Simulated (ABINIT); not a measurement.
# Quasiparticle gap of CuI (Marshite) in ABINIT

Aim: the G0W0 gap of CuI (Marshite) on PBE, step by step.

Method: PBE and many-body steps on it, plane waves, in ABINIT 10.8.3.

The database entry behind the starting cell differs from other determinations of this structure, so it need not match the best structure at room temperature.

In doubt: a PseudoDojo file used here is known to give poor structures and forces, which bears on pressures, cells, forces and phonons.

**1. Starting point**

It takes space group F-43m (No. 216, cubic). The conventional cell has a = 6.063 Å, b = 6.063 Å, c = 6.063 Å, α = 90.00°, β = 90.00°, γ = 90.00°. Nearest to Cu lie 4 I at 2.63 Å. I has 4 Cu at 2.63 Å nearest. Farther neighbours, and contacts between anions beyond the nearest, are not listed.

The cell and positions come from the Crystallography Open Database and are kept as given unless a step says otherwise.

**2. Ground state**

This step: ABINIT 10.8.3; DFT, PBE, plane waves, norm-conserving pseudopotentials.

The ground-state density comes first.

File run.abi:

```
acell 3*1.0 Angstrom
rprim 
  0.000000000000 3.031500000000 3.031500000000
  3.031500000000 -0.000000000000 3.031500000000
  3.031500000000 3.031500000000 0.000000000000
ntypat 2
znucl 29 53
natom 2
typat 1 2
xred 
  0.250000000000 0.250000000000 0.250000000000
  0.000000000000 0.000000000000 0.000000000000
pp_dirpath "pseudos"
pseudos "Cu.upf, I.upf"
ecut 42
ngkpt 6 6 6
nshiftk 1
shiftk 0 0 0
kptopt 1
chksymbreak 0
nband 18
occopt 1
tolvrs 1e-10
nstep 60
prtwf 0
optforces 0
optstress 0
indata_prefix "in"
outdata_prefix "out"
tmpdata_prefix "tmp"
```

Launch:

```console
> OMP_NUM_THREADS=1 mpirun -n 8 abinit run.abi > log
```

Log:

```text
.Version 10.8.3 of ABINIT. v10.8.2 released Aug 2026.

 Symmetries : space group F-4 3 m (#216); Bravais cF (face-center cubic)
================================================================================
 Values of the parameters that define the memory need of the present run
     intxc =       0    ionmov =       0      iscf =       7    lmnmax =       6
     lnmax =       6     mgfft =      48  mpssoang =       3    mqgrid =    3001
     natom =       2  nloc_mem =       1    nspden =       1   nspinor =       1
    nsppol =       1      nsym =      24    n1xccc =    2501    ntypat =       2
    occopt =       1   xclevel =       2
-    mband =          18        mffmem =           1         mkmem =           2
       mpw =        4897          nfft =      110592          nkpt =          16
================================================================================
  Rough estimation (10% accuracy) of disk space for files :
================================================================================

--------------------------------------------------------------------------------
------------- Echo of variables that govern the present computation ------------
--------------------------------------------------------------------------------
 -outvars: echo values of preprocessed input variables --------
            acell      1.8897261259E+00  1.8897261259E+00  1.8897261259E+00 Bohr

      chksymbreak           0
             ecut      4.20000000E+01 Hartree
-          fftalg         312

              ixc     -101130
              kpt      0.00000000E+00  0.00000000E+00  0.00000000E+00
                       1.66666667E-01  0.00000000E+00  0.00000000E+00
                       3.33333333E-01  0.00000000E+00  0.00000000E+00
                       5.00000000E-01  0.00000000E+00  0.00000000E+00
                       1.66666667E-01  1.66666667E-01  0.00000000E+00
                       3.33333333E-01  1.66666667E-01  0.00000000E+00
                       5.00000000E-01  1.66666667E-01  0.00000000E+00
                      -3.33333333E-01  1.66666667E-01  0.00000000E+00
                      -1.66666667E-01  1.66666667E-01  0.00000000E+00
   [... 5 further rows ...]
                      -3.33333333E-01  3.33333333E-01  1.66666667E-01
                      -3.33333333E-01  5.00000000E-01  1.66666667E-01
         kptrlatt        6    0    0      0    6    0      0    0    6
          kptrlen      4.86096717E+01
P           mkmem           2
            natom           2
            nband          18
            ngfft          48      48      48
             nkpt          16
            nstep          60
             nsym          24
           ntypat           2
              occ      2.000000  2.000000  2.000000  2.000000  2.000000  2.000000
                       2.000000  2.000000  2.000000  2.000000  2.000000  2.000000
                       2.000000  0.000000  0.000000  0.000000  0.000000  0.000000
        optforces           0
        optstress           0
            prtwf           0
            rprim      0.0000000000E+00  3.0315000000E+00  3.0315000000E+00
[...]
spgroup         216

           tolvrs      1.00000000E-10

             xred      2.5000000000E-01  2.5000000000E-01  2.5000000000E-01
[...]
znucl       29.00000   53.00000

================================================================================

 chkinp: Checking input parameters for consistency.

================================================================================
== DATASET  1 ==================================================================
-   mpi_nproc: 8, omp_nthreads: 1 (-1 if OMP is not activated)

--- !DatasetInfo
iteration_state: {dtset: 1, }
dimensions: {natom: 2, nkpt: 16, mband: 18, nsppol: 1, nspinor: 1, nspden: 1, mpw: 4897, }
cutoff_energies: {ecut:  42.0, pawecutdg:  -1.0, }
electrons: {nelect:   2.60000000E+01, charge:   0.00000000E+00, occopt:   1.00000000E+00, tsmear:   1.00000000E-02, }

 Real(R)+Recip(G) space primitive vectors, cartesian coordinates (Bohr,Bohr^-1):
 R(1)=  0.0000000  5.7287048  5.7287048  G(1)= -0.0872798  0.0872798  0.0872798
 R(2)=  5.7287048  0.0000000  5.7287048  G(2)=  0.0872798 -0.0872798  0.0872798
 R(3)=  5.7287048  5.7287048  0.0000000  G(3)=  0.0872798  0.0872798 -0.0872798
 Unit cell volume ucvol=  3.7600993E+02 bohr^3
 Angles (23,13,12)=  6.00000000E+01  6.00000000E+01  6.00000000E+01 degrees

 getcut: wavevector=  0.0000  0.0000  0.0000  ngfft=  48  48  48
         ecut(hartree)=     42.000   => boxcut(ratio)=   2.03086

--- Pseudopotential description ------------------------------------------------
- Cu Generated using ONCVPSP code by D. R. Hamann
- 29.00000  19.00000  171031                  znucl, zion, pspdat
12 -101130 2 -1 1492                          pspcod,pspxc,lmax,lloc,mmax
     nproj     2     2     2
  pspatm : epsatm=   21.66068635
         --- l  ekb(1:nproj) -->
[...]
pspatm: atomic psp has been read  and splines computed

- I Generated using ONCVPSP code by D. R. Hamann
- 53.00000   7.00000  171031                  znucl, zion, pspdat
12 -101130 2 -1 1196                          pspcod,pspxc,lmax,lloc,mmax
     nproj     2     2     2
  pspatm : epsatm=   19.17056757
         --- l  ekb(1:nproj) -->
[...]
2    4.134838    0.711910
 pspatm: atomic psp has been read  and splines computed

   1.06161260E+03                                ecore*ucvol(ha*bohr**3)
--------------------------------------------------------------------------------

_setup2: Arith. and geom. avg. npw (full set) are    4887.671    4887.663

================================================================================

--- !BeginCycle
iteration_state: {dtset: 1, }
solver: {iscf: 7, nstep: 60, nline: 4, wfoptalg: 0, }
tolerances: {tolvrs: 1.00E-10, }

     iter   Etot(hartree)      deltaE(h)  residm     vres2
 ETOT  1  -198.49932499269    -1.985E+02 2.197E-01 1.428E+04
 ETOT  2  -198.62838877951    -1.291E-01 1.416E-01 2.812E+04
 ETOT  3  -201.85821648741    -3.230E+00 3.329E-02 5.168E+03
 ETOT  4  -202.28168608485    -4.235E-01 1.171E-01 1.994E+03
 ETOT  5  -202.45053120802    -1.688E-01 2.533E-03 7.482E+02
 ETOT  6  -202.51508045913    -6.455E-02 6.536E-04 2.857E+02
 ETOT  7  -202.55301032748    -3.793E-02 6.418E-04 3.088E+01
 ETOT  8  -202.55456500006    -1.555E-03 1.987E-01 1.990E+01
 ETOT  9  -202.55759561681    -3.031E-03 1.776E-02 4.280E-01
 ETOT 10  -202.55765731972    -6.170E-05 1.450E-04 3.819E-03
 ETOT 11  -202.55765777924    -4.595E-07 1.649E-05 1.349E-03
 ETOT 12  -202.55765802563    -2.464E-07 3.672E-06 7.583E-06
 ETOT 13  -202.55765802693    -1.297E-09 3.106E-07 5.036E-07
 ETOT 14  -202.55765802699    -6.722E-11 5.726E-07 2.429E-07
 ETOT 15  -202.55765802704    -4.806E-11 4.875E-08 1.304E-10
 ETOT 16  -202.55765802703     1.427E-11 9.699E-08 2.870E-11

 At SCF step   16       vres2   =  2.87E-11 < tolvrs=  1.00E-10 =>converged.

--- !ResultsGS
iteration_state: {dtset: 1, }
comment   : Summary of ground state results
lattice_vectors:
- [  0.0000000,   5.7287048,   5.7287048, ]
- [  5.7287048,  -0.0000000,   5.7287048, ]
- [  5.7287048,   5.7287048,   0.0000000, ]
lattice_lengths: [   8.10161,    8.10161,    8.10161, ]
lattice_angles: [ 60.000,  60.000,  60.000, ] # degrees, (23, 13, 12)
lattice_volume:   3.7600993E+02
convergence: {deltae:  1.427E-11, res2:  2.870E-11, residm:  9.699E-08, diffor:  0.000E+00, }
etotal    :  -2.02557658E+02
entropy   :   0.00000000E+00
fermie    :   1.43174079E-01
cartesian_stress_tensor: null
pressure_GPa: null
xred      :
- [  2.5000E-01,   2.5000E-01,   2.5000E-01, Cu]
- [  0.0000E+00,   0.0000E+00,   0.0000E+00,  I]
cartesian_forces: null
force_length_stats: {min: null, max: null, mean: null, }

 Integrated electronic density in atomic spheres:
 ------------------------------------------------
 Atom  Sphere_radius  Integrated_density
    1        2.00000         17.36540554
    2        2.00000          2.86755521
================================================================================

 ----iterations are completed or convergence reached----

 Mean square residual over all n,k,spin=   33.817E-11; max=  96.988E-09
 reduced coordinates (array xred) for    2 atoms
       0.250000      0.250000      0.250000
       0.000000      0.000000      0.000000
 rms dE/dt=  0.0000E+00; max dE/dt=  0.0000E+00; dE/dt below (all hartree)
    1       0.000000      0.000000      0.000000
    2       0.000000      0.000000      0.000000

 cartesian coordinates (angstrom) at end:
    1      1.515750     1.515750     1.515750
    2      0.000000     0.000000     0.000000
 length scales=  1.889726  1.889726  1.889726 bohr
              =  1.000000  1.000000  1.000000 angstroms
 prteigrs : about to open file out_EIG
 Fermi (or HOMO) energy (hartree) =   0.14317   Average Vxc (hartree)=  -0.33457
 Eigenvalues (hartree) for nkpt=  16  k points:
 kpt#   1, nband= 18, wtk=  0.00463, kpt=  0.0000  0.0000  0.0000 (reduced coord)
  -3.95427   -2.38976   -2.38976   -2.38976   -0.37361    0.00854    0.00854    0.00854
   0.07568    0.07568    0.14317    0.14317    0.14317    0.18334    0.32176    0.32176
   0.32176    0.44822
 prteigrs : prtvol=0 or 1, do not print more k-points.

--- !EnergyTerms
iteration_state     : {dtset: 1, }
comment             : Components of total free energy in Hartree
kinetic             :  9.066078E+01
hartree             :  9.192203E+01
xc                  : -2.734888E+01
Ewald energy        : -9.134300E+01
psp_core            :  2.823363E+00
local_psp           : -2.375412E+02
non_local_psp       : -3.173074E+01
total_energy        : -2.025577E+02
total_energy_eV     : -5.511875E+03
band_energy         : -2.214648E+01

== END DATASET(S) ==============================================================
================================================================================

 -outvars: echo values of variables after computation  --------
           etotal     -2.0255765803E+02
            nband          18
             nkpt          16
          spgroup         216
 [... the other variables as echoed above ...]

 Calculation completed.
```

It took 11 s on 8 MPI ranks of Arm Neoverse V1, shared host; peak memory 0.66 GiB.

Read from the output:

* total energy: -5511.8747 eV
* gap: 1.093 eV
* k of the valence top: 0, 0, 0
* k of the conduction bottom: 0, 0, 0
* least direct gap: 1.093 eV

The gap is direct, at Γ.

**3. Bands along the symmetry lines**

Levels along a band path, at the cheap level, show where the edges lie and whether the meshes to come will hold them.

File run.abi:

```
acell 3*1.0 Angstrom
rprim 
  0.000000000000 3.031500000000 3.031500000000
  3.031500000000 -0.000000000000 3.031500000000
  3.031500000000 3.031500000000 0.000000000000
ntypat 2
znucl 29 53
natom 2
typat 1 2
xred 
  0.250000000000 0.250000000000 0.250000000000
  0.000000000000 0.000000000000 0.000000000000
pp_dirpath "pseudos"
pseudos "Cu.upf, I.upf"
ecut 42
iscf -2
irdden 1
kptopt 0
nkpt 50
kpt 
  0.00000000 0.00000000 0.00000000
  -0.06250000 -0.06250000 0.00000000
  -0.12500000 -0.12500000 0.00000000
  -0.18750000 -0.18750000 0.00000000
  -0.25000000 -0.25000000 0.00000000
  -0.31250000 -0.31250000 0.00000000
  -0.37500000 -0.37500000 0.00000000
  -0.43750000 -0.43750000 0.00000000
  -0.50000000 -0.50000000 0.00000000
  -0.48437500 -0.48437500 0.03125000
  -0.46875000 -0.46875000 0.06250000
  -0.45312500 -0.45312500 0.09375000
  -0.43750000 -0.43750000 0.12500000
  -0.42187500 -0.42187500 0.15625000
  -0.40625000 -0.40625000 0.18750000
  -0.39062500 -0.39062500 0.21875000
  -0.37500000 -0.37500000 0.25000000
  -0.37500000 0.00000000 0.37500000
  -0.32812500 0.00000000 0.32812500
  -0.28125000 0.00000000 0.28125000
  -0.23437500 0.00000000 0.23437500
  -0.18750000 0.00000000 0.18750000
  -0.14062500 0.00000000 0.14062500
  -0.09375000 0.00000000 0.09375000
  -0.04687500 0.00000000 0.04687500
  0.00000000 0.00000000 0.00000000
  0.00000000 0.00000000 0.06250000
  0.00000000 0.00000000 0.12500000
  0.00000000 0.00000000 0.18750000
  0.00000000 0.00000000 0.25000000
  0.00000000 0.00000000 0.31250000
  0.00000000 0.00000000 0.37500000
  0.00000000 0.00000000 0.43750000
  -0.00000000 0.00000000 0.50000000
  -0.06250000 -0.03125000 0.46875000
  -0.12500000 -0.06250000 0.43750000
  -0.18750000 -0.09375000 0.40625000
  -0.25000000 -0.12500000 0.37500000
  -0.31250000 -0.15625000 0.34375000
  -0.37500000 -0.18750000 0.31250000
  -0.43750000 -0.21875000 0.28125000
  -0.50000000 -0.25000000 0.25000000
  -0.50000000 -0.28125000 0.21875000
  -0.50000000 -0.31250000 0.18750000
  -0.50000000 -0.34375000 0.15625000
  -0.50000000 -0.37500000 0.12500000
  -0.50000000 -0.40625000 0.09375000
  -0.50000000 -0.43750000 0.06250000
  -0.50000000 -0.46875000 0.03125000
  -0.50000000 -0.50000000 0.00000000
istwfk *1
nband 20
nbdbuf 2
tolwfr 1e-08
nstep 40
prtwf 0
prtvol 0
indata_prefix "in"
outdata_prefix "out"
tmpdata_prefix "tmp"
```

Log:

```text
.Version 10.8.3 of ABINIT. v10.8.2 released Aug 2026.

 Symmetries : space group F-4 3 m (#216); Bravais cF (face-center cubic)
[... echo of the input left out ...]
== DATASET  1 ==================================================================
-   mpi_nproc: 8, omp_nthreads: 1 (-1 if OMP is not activated)

--- !DatasetInfo
iteration_state: {dtset: 1, }
dimensions: {natom: 2, nkpt: 50, mband: 20, nsppol: 1, nspinor: 1, nspden: 1, mpw: 4927, }
cutoff_energies: {ecut:  42.0, pawecutdg:  -1.0, }
electrons: {nelect:   2.60000000E+01, charge:   0.00000000E+00, occopt:   1.00000000E+00, tsmear:   1.00000000E-02, }

 Real(R)+Recip(G) space primitive vectors, cartesian coordinates (Bohr,Bohr^-1):
 R(1)=  0.0000000  5.7287048  5.7287048  G(1)= -0.0872798  0.0872798  0.0872798
 R(2)=  5.7287048  0.0000000  5.7287048  G(2)=  0.0872798 -0.0872798  0.0872798
 R(3)=  5.7287048  5.7287048  0.0000000  G(3)=  0.0872798  0.0872798 -0.0872798
 Unit cell volume ucvol=  3.7600993E+02 bohr^3
 Angles (23,13,12)=  6.00000000E+01  6.00000000E+01  6.00000000E+01 degrees

 getcut: wavevector=  0.0000  0.0000  0.0000  ngfft=  48  48  48
         ecut(hartree)=     42.000   => boxcut(ratio)=   2.03086

--- Pseudopotential description ------------------------------------------------
- Cu Generated using ONCVPSP code by D. R. Hamann
- 29.00000  19.00000  171031                  znucl, zion, pspdat
12 -101130 2 -1 1492                          pspcod,pspxc,lmax,lloc,mmax
     nproj     2     2     2
  pspatm : epsatm=   21.66068635
         --- l  ekb(1:nproj) -->
             0    5.018228   -0.401224
             1   -3.482181   -0.761012
             2   -6.875193   -2.519588
 pspatm: atomic psp has been read  and splines computed

- I Generated using ONCVPSP code by D. R. Hamann
- 53.00000   7.00000  171031                  znucl, zion, pspdat
12 -101130 2 -1 1196                          pspcod,pspxc,lmax,lloc,mmax
     nproj     2     2     2
  pspatm : epsatm=   19.17056757
         --- l  ekb(1:nproj) -->
[...]
pspatm: atomic psp has been read  and splines computed

--------------------------------------------------------------------------------

================================================================================
 prteigrs : about to open file out_EIG
 Non-SCF case, kpt    1 (  0.00000  0.00000  0.00000), residuals and eigenvalues=
  3.22E-09  8.11E-10  1.85E-09  7.58E-09  4.39E-09  4.51E-09  6.21E-09  7.31E-09
  7.21E-09  6.95E-09  8.29E-09  9.47E-09  2.23E-09  1.09E-09  4.39E-09  3.83E-09
  7.97E-09  9.83E-09  6.96E-07  1.26E-06
 -3.9543E+00 -2.3898E+00 -2.3898E+00 -2.3898E+00 -3.7361E-01  8.5416E-03
  8.5416E-03  8.5416E-03  7.5677E-02  7.5677E-02  1.4317E-01  1.4317E-01
  1.4317E-01  1.8334E-01  3.2176E-01  3.2176E-01  3.2176E-01  4.4822E-01
  4.9942E-01  4.9942E-01
 Non-SCF case, kpt    2 ( -0.06250 -0.06250  0.00000), residuals and eigenvalues=
[...]
4.50E-09  7.31E-09  2.36E-06  3.89E-05
[...]
4.7543E-01  5.0096E-01
 Non-SCF case, kpt    3 ( -0.12500 -0.12500  0.00000), residuals and eigenvalues=
[...]
4.97E-09  9.21E-09  8.34E-09  2.45E-06
[...]
4.9187E-01  5.0546E-01
[...]
Non-SCF case, kpt   49 ( -0.50000 -0.46875  0.03125), residuals and eigenvalues=
[...]
5.6734E-01  5.9358E-01
 Non-SCF case, kpt   50 ( -0.50000 -0.50000  0.00000), residuals and eigenvalues=
[...]
4.0316E-03  4.0316E-03  7.4837E-02  7.7586E-02  7.9188E-02  8.8781E-02
  8.8781E-02  2.4218E-01  2.4882E-01  4.8004E-01  5.0378E-01  5.0378E-01
  5.6600E-01  5.9369E-01

--- !ResultsGS
iteration_state: {dtset: 1, }
comment   : Summary of ground state results
lattice_vectors:
- [  0.0000000,   5.7287048,   5.7287048, ]
- [  5.7287048,  -0.0000000,   5.7287048, ]
- [  5.7287048,   5.7287048,   0.0000000, ]
lattice_lengths: [   8.10161,    8.10161,    8.10161, ]
lattice_angles: [ 60.000,  60.000,  60.000, ] # degrees, (23, 13, 12)
lattice_volume:   3.7600993E+02
convergence: {deltae:  0.000E+00, res2:  0.000E+00, residm:  9.957E-09, diffor:  0.000E+00, }
etotal    :  -2.02557658E+02
entropy   :   0.00000000E+00
fermie    :   1.43174079E-01
cartesian_stress_tensor: null
pressure_GPa: null
xred      :
- [  2.5000E-01,   2.5000E-01,   2.5000E-01, Cu]
- [  0.0000E+00,   0.0000E+00,   0.0000E+00,  I]
cartesian_forces: null
force_length_stats: {min: null, max: null, mean: null, }

 Integrated electronic density in atomic spheres:
 ------------------------------------------------
 Atom  Sphere_radius  Integrated_density
[...]
================================================================================

 ----iterations are completed or convergence reached----

 Mean square residual over all n,k,spin=   50.133E-10; max=  99.566E-10
 reduced coordinates (array xred) for    2 atoms
       0.250000      0.250000      0.250000
       0.000000      0.000000      0.000000

 cartesian coordinates (angstrom) at end:
[...]
length scales=  1.889726  1.889726  1.889726 bohr
              =  1.000000  1.000000  1.000000 angstroms
 prteigrs : about to open file out_EIG
 Eigenvalues (hartree) for nkpt=  50  k points:
 kpt#   1, nband= 20, wtk=  1.00000, kpt=  0.0000  0.0000  0.0000 (reduced coord)
[...]
kpt#   2, nband= 20, wtk=  1.00000, kpt= -0.0625 -0.0625  0.0000 (reduced coord)
[...]
kpt#   3, nband= 20, wtk=  1.00000, kpt= -0.1250 -0.1250  0.0000 (reduced coord)
[...]
kpt#  49, nband= 20, wtk=  1.00000, kpt= -0.5000 -0.4687  0.0313 (reduced coord)
[...]
0.49674    0.50623    0.56734    0.59358
 kpt#  50, nband= 20, wtk=  1.00000, kpt= -0.5000 -0.5000  0.0000 (reduced coord)
  -3.95427   -2.38976   -2.38975   -2.38975   -0.34651   -0.06306    0.00403    0.00403
   0.07484    0.07759    0.07919    0.08878    0.08878    0.24218    0.24882    0.48004
   0.50378    0.50378    0.56600    0.59369

== END DATASET(S) ==============================================================
================================================================================

 -outvars: echo values of variables after computation  --------
            nband          20
             nkpt          50
          spgroup         216
 [... the other variables as echoed above ...]

 Calculation completed.
```

The job ended after 13 s (8 MPI ranks; peak memory 0.58 GiB; 1.8 min of CPU time).

Numbers from this step:

```
gap                        : 1.093 eV
k of the valence top       : 0, 0, 0
k of the conduction bottom : 0, 0, 0
least direct gap           : 1.093 eV
```

The gap is 1.093 eV, as in the run before at this level.

The electronic bands at the labelled points (eV, zero at the top of the highest filled band):

```
    point  band 10  band 11  band 12  band 13  band 14  band 15  band 16  band 17
        Γ    -1.84     0.00     0.00     0.00     1.09     4.86     4.86     4.86
  halfway    -1.79    -1.08    -0.87    -0.87     3.18     3.37     6.79     6.79
        X    -1.78    -1.74    -1.48    -1.48     2.69     2.87     9.17     9.81
  halfway    -1.79    -1.76    -1.47    -1.41     2.85     3.36     8.41     9.02
        U    -1.81    -1.69    -1.49    -1.23     3.07     4.59     7.54     7.87
jump to K    -1.81    -1.69    -1.49    -1.23     3.07     4.59     7.54     7.87
  halfway    -1.81    -1.32    -1.06    -0.39     3.07     4.97     5.56     5.64
        Γ    -1.84     0.00     0.00     0.00     1.09     4.86     4.86     4.86
  halfway    -1.84    -1.26    -0.37    -0.37     2.23     5.42     5.42     5.45
        L    -1.80    -1.76    -0.71    -0.71     2.12     5.40     5.40     7.41
  halfway    -1.82    -1.70    -1.29    -0.99     3.46     4.66     6.20     7.41
        W    -1.89    -1.75    -1.58    -1.24     4.46     4.63     6.03     6.38
  halfway    -1.86    -1.75    -1.53    -1.33     3.37     3.48     7.79     7.93
        X    -1.78    -1.74    -1.48    -1.48     2.69     2.87     9.17     9.81
```

(Continued in part 2 of 2.)

[Long decimals in the printed logs are rounded to 6 places.]

[Logs are printed without paths, hosts, clocks, repeated set-up lines and the standing remarks that a program may print on its own settings, such as how far it seeks lower states.]

[Paths, hosts, dates, memory and timing lines, banners, echoed tables and standing remarks are left out of the program output; an Ansatz launch command may be rebuilt from the run's recorded settings. Measured values are a selection of at most five: reports struck by readers or far from the other reports are left out. None is set beside runs whose start may be inverted or whose files or cutoffs have a known fault.]

[Runs of the session that timed out or met a known fault of the program may be left out.]

[Hosts, paths, dates, database ids (printed as entryN), source tags and the programs' standing remarks are cut or masked in the printed files.]

[G0W0 gaps are taken among the corrected bands and points alone; a level outside them can change the order at an edge.]

[Where Ansatz stands beside ABINIT at settings called matched, ABINIT's density can come from a denser mesh and the files from another edition; pairs whose starting gaps differed by over 0.03 eV were left out, so agreement reads better than it is.]
